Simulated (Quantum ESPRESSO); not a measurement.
# CaCu2O3: parallel and opposed starts

A self-consistent run ends on one state, which hangs on the start. Several orders of CaCu2O3 are started in Quantum ESPRESSO and their energies compared.

Calculated with Quantum ESPRESSO 7.5; LDA; plane waves with GBRV 1.5 LDA potentials, no spin-orbit coupling.

This is a report of a sequence of runs, with most program output left out.

## 1. Starting point

It takes space group Pmmn (No. 59, orthorhombic). Conventional cell: a = 4.136 Å, b = 10.089 Å, c = 3.651 Å, α = 90.00°, β = 90.00°, γ = 90.00°. Nearest to Ca lie 6 O at 2.25 to 2.54 Å. Nearest to Cu lie 4 O at 1.87 to 2.07 Å. Nearest to O lie 2 Cu at 1.87 Å and 2 Ca at 2.25 Å. Nearest to O lie 3 Cu at 1.90 to 2.07 Å and 2 Ca at 2.41 to 2.54 Å. Farther neighbours and most contacts between anions are not listed.

The cell comes from Materials Project 2023-11-01, a database of computed structures, and need not be the stable phase.

## 2. Run 1, typed as ferro ++++

The signs are those of the starting moments on the seeded atoms, the atoms that are given a moment.

pw.in

```
&CONTROL
  calculation = 'scf'
  prefix = 'pwscf'
  outdir = './tmp'
  pseudo_dir = './pseudo'
  disk_io = 'nowf'
/
&SYSTEM
  ibrav = 0
  celldm(1) = 8
  nat = 12
  ntyp = 3
  ecutwfc = 40
  ecutrho = 280
  nbnd = 85
  occupations = 'smearing'
  smearing = 'fd'
  degauss = 0.00367493
  nspin = 2
  starting_magnetization(1) = 0
  starting_magnetization(2) = 0.0526
  starting_magnetization(3) = 0
/
&ELECTRONS
  conv_thr = 2.4d-08
  electron_maxstep = 150
  mixing_beta = 0.3
/
ATOMIC_SPECIES
Ca     40.0780 ca_lda_v1.uspp.F.UPF
Cu     63.5460 cu_lda_v1.2.uspp.F.UPF
O      15.9990 o_lda_v1.2.uspp.F.UPF
CELL_PARAMETERS alat
   0.9770552554932    0.0000000000000    0.0000000000000
   0.0000000000000    2.3831938507858    0.0000000000000
   0.0000000000000    0.0000000000000    0.8624875383828
ATOMIC_POSITIONS crystal
Ca      0.0000000000    0.0000000000    0.3877780000
Ca      0.5000000000    0.5000000000    0.6122220000
Cu      0.0000000000    0.6637030000    0.1252790000
Cu      0.0000000000    0.3362970000    0.1252790000
Cu      0.5000000000    0.8362970000    0.8747210000
Cu      0.5000000000    0.1637030000    0.8747210000
O       0.5000000000    0.0000000000    0.6327730000
O       0.0000000000    0.5000000000    0.3672270000
O       0.0000000000    0.1651180000    0.9115780000
O       0.5000000000    0.6651180000    0.0884220000
O       0.5000000000    0.3348820000    0.0884220000
O       0.0000000000    0.8348820000    0.9115780000
K_POINTS automatic
6 2 6 0 0 0
```

Started as:

```console
OMP_NUM_THREADS=1 mpirun -n 4 pw.x -nk 4 -in pw.in > pw.out
```

Wall time 2.3 min (4 MPI ranks of Arm Neoverse V2, shared host); peak memory 1 GiB.

The spin moment in the atom's sphere vanishes on all atoms.

Numbers from this step:

```
smearing term TS       : 0.008599 eV
magnetization          : 0 μB
absolute magnetization : 0 μB
final state            : non-magnetic
```

Valence density in the bc plane at fractional x = 0.000, with atoms of Ca and Cu and O within 0.2 Å of it. It is the smooth field of the valence electrons, not physical close to the nuclei.

Ten steps, logarithmic in the rise over the least value, from '_' (0 e/Å³) to '@' (63 e/Å³), each cell a mean:
```
____..--++++--....::::____________..::::..::==++==::____
____..--====::..__________________________..--====::____
______..::::..______________________________..::::______
....__________________________________________________..
==--..__________________..::--::____________________::--
--==::__________________::==++--..__________________--==
====::__________..::::..::==++--....::::..__________--==
--::..________..++##**::..----::..==##**--__________..--
..____........::##@@%%--..........**@@@@==........______
____..::==--::..++##**::________..==##**--..--==--..____
```
Columns run along b (10.1 Å), rows up along c (3.7 Å). Atoms in or near the plane, at fractional coordinates: Ca at (0.00, 0.39), Cu at (0.66, 0.13), Cu at (0.34, 0.13), O at (0.50, 0.37), O at (0.17, 0.91), O at (0.83, 0.91).

## 3. Run 2 (antiferro +−+−)

Edit pw.in of step 2 so:

```diff
@@ -11,6 +11,6 @@
   nat = 12
-  ntyp = 3
+  ntyp = 4
   ecutwfc = 40
   ecutrho = 280
-  nbnd = 85
+  nbnd = 83
   occupations = 'smearing'
@@ -21,3 +21,4 @@
   starting_magnetization(2) = 0.0526
-  starting_magnetization(3) = 0
+  starting_magnetization(3) = -0.0526
+  starting_magnetization(4) = 0
 /
@@ -30,3 +31,4 @@
 Ca     40.0780 ca_lda_v1.uspp.F.UPF
-Cu     63.5460 cu_lda_v1.2.uspp.F.UPF
+Cu1    63.5460 cu_lda_v1.2.uspp.F.UPF
+Cu2    63.5460 cu_lda_v1.2.uspp.F.UPF
 O      15.9990 o_lda_v1.2.uspp.F.UPF
@@ -39,6 +41,6 @@
 Ca      0.5000000000    0.5000000000    0.6122220000
-Cu      0.0000000000    0.6637030000    0.1252790000
-Cu      0.0000000000    0.3362970000    0.1252790000
-Cu      0.5000000000    0.8362970000    0.8747210000
-Cu      0.5000000000    0.1637030000    0.8747210000
+Cu1     0.0000000000    0.6637030000    0.1252790000
+Cu2     0.0000000000    0.3362970000    0.1252790000
+Cu1     0.5000000000    0.8362970000    0.8747210000
+Cu2     0.5000000000    0.1637030000    0.8747210000
 O       0.5000000000    0.0000000000    0.6327730000
```

Run time: 2.4 min. Hardware: 4 MPI ranks; peak memory 1.2 GiB; 9.8 min of CPU time.

The spin moment in the atom's sphere vanishes on all atoms.

Read from the output:

- smearing term TS: 0.008598 eV
- magnetization: 0 μB
- absolute magnetization: 0 μB
- final state: non-magnetic

Valence density in the bc plane at fractional x = 0.000, with atoms of Ca and Cu and O within 0.2 Å of it. It is the smooth field of the valence electrons, not physical close to the nuclei.

Ten steps, logarithmic in the rise over the least value, from '_' (0 e/Å³) to '@' (63 e/Å³), each cell a mean:
```
____..--++++--....::::____________..::::..::==++==::____
____..--====::..__________________________..--====::____
______..::::..______________________________..::::______
....__________________________________________________..
==--..__________________..::--::____________________::--
--==::__________________::==++--..__________________--==
====::__________..::::..::==++--....::::..__________--==
--::..________..++##**::..----::..==##**--__________..--
..____........::##@@%%--..........**@@@@==........______
____..::==--::..++##**::________..==##**--..--==--..____
```
Columns run along b (10.1 Å), rows up along c (3.7 Å). Atoms in or near the plane, at fractional coordinates: Ca at (0.00, 0.39), Cu at (0.66, 0.13), Cu at (0.34, 0.13), O at (0.50, 0.37), O at (0.17, 0.91), O at (0.83, 0.91).

## 4. Run 3, typed as antiferro ++−−

Edit pw.in of step 3 so:

```diff
@@ -42,4 +42,4 @@
 Cu1     0.0000000000    0.6637030000    0.1252790000
-Cu2     0.0000000000    0.3362970000    0.1252790000
-Cu1     0.5000000000    0.8362970000    0.8747210000
+Cu1     0.0000000000    0.3362970000    0.1252790000
+Cu2     0.5000000000    0.8362970000    0.8747210000
 Cu2     0.5000000000    0.1637030000    0.8747210000
```

The job ended after 2.5 min (4 MPI ranks; peak memory 1.1 GiB).

The spin moment in the atom's sphere vanishes on all atoms.

Numbers from this step:

```yaml
smearing_term_ts: 0.008598 eV
magnetization: 0 μB
absolute_magnetization: 0 μB
final_state: non-magnetic
```

## 5. Ranking

An order is kept where moments of 0.15 μB or more survive with the typed signs; meshes match where a doubled cell samples the same k points as the first cell.

Orders:

| start | final state | typed order kept | energy over the lowest (meV a seeded atom) | largest site moment (μB) | net moment (μB a cell of the first run) | mesh matched | CPU time (s) |
| --- | --- | --- | --- | --- | --- | --- | --- |
| ferro ++++ | non-magnetic | no | 0.008689 | 0 | 0 | yes | 548.6 |
| antiferro +-+- | non-magnetic | no | 0.008699 | 0 | 0 | yes | 587.1 |
| antiferro ++-- | non-magnetic | no | 0 | 0 | 0 | yes | 588.4 |

## 6. Summary of results

```
lowest state found  : non-magnetic (from ferro ++++, antiferro +-+- and antiferro ++--)
largest site moment : 0 μB
```

What this shows: The lowest state carries no moment, and no start kept one. Only these 3 starts were compared; other wavevectors, canted and longer-period orders were not. No Hubbard term acts here. In such compounds local and semilocal functionals without one often delocalise the d electrons, and can shrink or lose moments and miss the size, sign and order of the couplings.

[Logs and program files are shortened in this print: banners, set-up blocks, solver, clock and traceback lines can be left out without a mark of their own.]

[Logs are printed without paths, hosts, clocks, repeated set-up lines and the standing remarks that a program may print on its own settings, such as how far it seeks lower states.]

[Hosts, paths, dates, database ids (printed as entryN), source tags and the programs' standing remarks are cut or masked in the printed files.]

[Where a cell is said to come from a database of computed structures, the database is the Materials Project.]
